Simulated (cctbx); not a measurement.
## Mn8Zn3SnPb3: as given, inverted or twinned?

Space group P6_3mc (no. 186), a = 8.6690 Å, b = 8.6690 Å, c = 7.4320 Å, α = 90.00°, β = 90.00°, γ = 120.00°.

```csv
atom,mult.,x,y,z,Ueq (Å²)
Pb1,6,0.1687,0.3374,0.7857,0.0020
Sn1,2,1/3,2/3,0.1928,0.0028
Zn1,6,0.4753,0.9506,0.4983,0.0033
Mn1,2,1/3,2/3,0.8387,0.0034
Mn2,6,0.1622,0.8378,0.1579,0.0035
Mn3,6,0.8971,0.7942,0.9765,0.0033
Mn4,2,0,0,0.7159,0.0034
```

The model is made up (kin elements in a known structure type, no relaxation), so it says nothing on whether the phase exists.

Data sets are simulated with cctbx and refined with Bijvoet mates kept apart; Flack x is then fitted as the share of an inverted twin with the atoms fixed, Hooft y from the Bijvoet differences. The group is acentric but holds improper operations, so there is an absolute structure (orientation) and no hand.

Untwinned crystal. What Flack and Hooft values should come out?

```csv
λ (Å),extinction (unmodelled),d min (Å),top counts,error (%),model,R1,Flack x,s.u.,Hooft y,s.u.,pairs
0.71073,0,0.77,70000,6,as given,0.0105,-0.005,0.004,0.001,0.005,203
0.71073,0,0.77,70000,6,inverted,0.0855,0.932,0.015,1.072,0.006,203
1.54184,0,0.83,20000,1.5,as given,0.0087,0.034,0.014,0.015,0.011,162
```

With Mo Kα, x is within 3 s.u. of 0, so the absolute structure is right. With Cu Kα, x is within 3 s.u. of 0, so the absolute structure is right. Inverting the model turns x into about 1 − x.

A further crystal gives:

| λ (Å) | extinction (unmodelled) | d min (Å) | top counts | error (%) | model | R1 | Flack x | s.u. | Hooft y | s.u. | pairs |
| --- | --- | --- | --- | --- | --- | --- | --- | --- | --- | --- | --- |
| 0.71073 | 0 | 0.6 | 40000 | 3 | as given | 0.0732 | 0.797 | 0.006 | 0.824 | 0.003 | 426 |

**Question.** What is it?

It was simulated as an inversion twin with a fraction 0.8 of the inverted domain. Flack x is over 3 s.u. from both 0 and 1 and reads that fraction.

[Logs are printed without paths, hosts, clocks, repeated set-up lines and the standing remarks that a program may print on its own settings, such as how far it seeks lower states.]
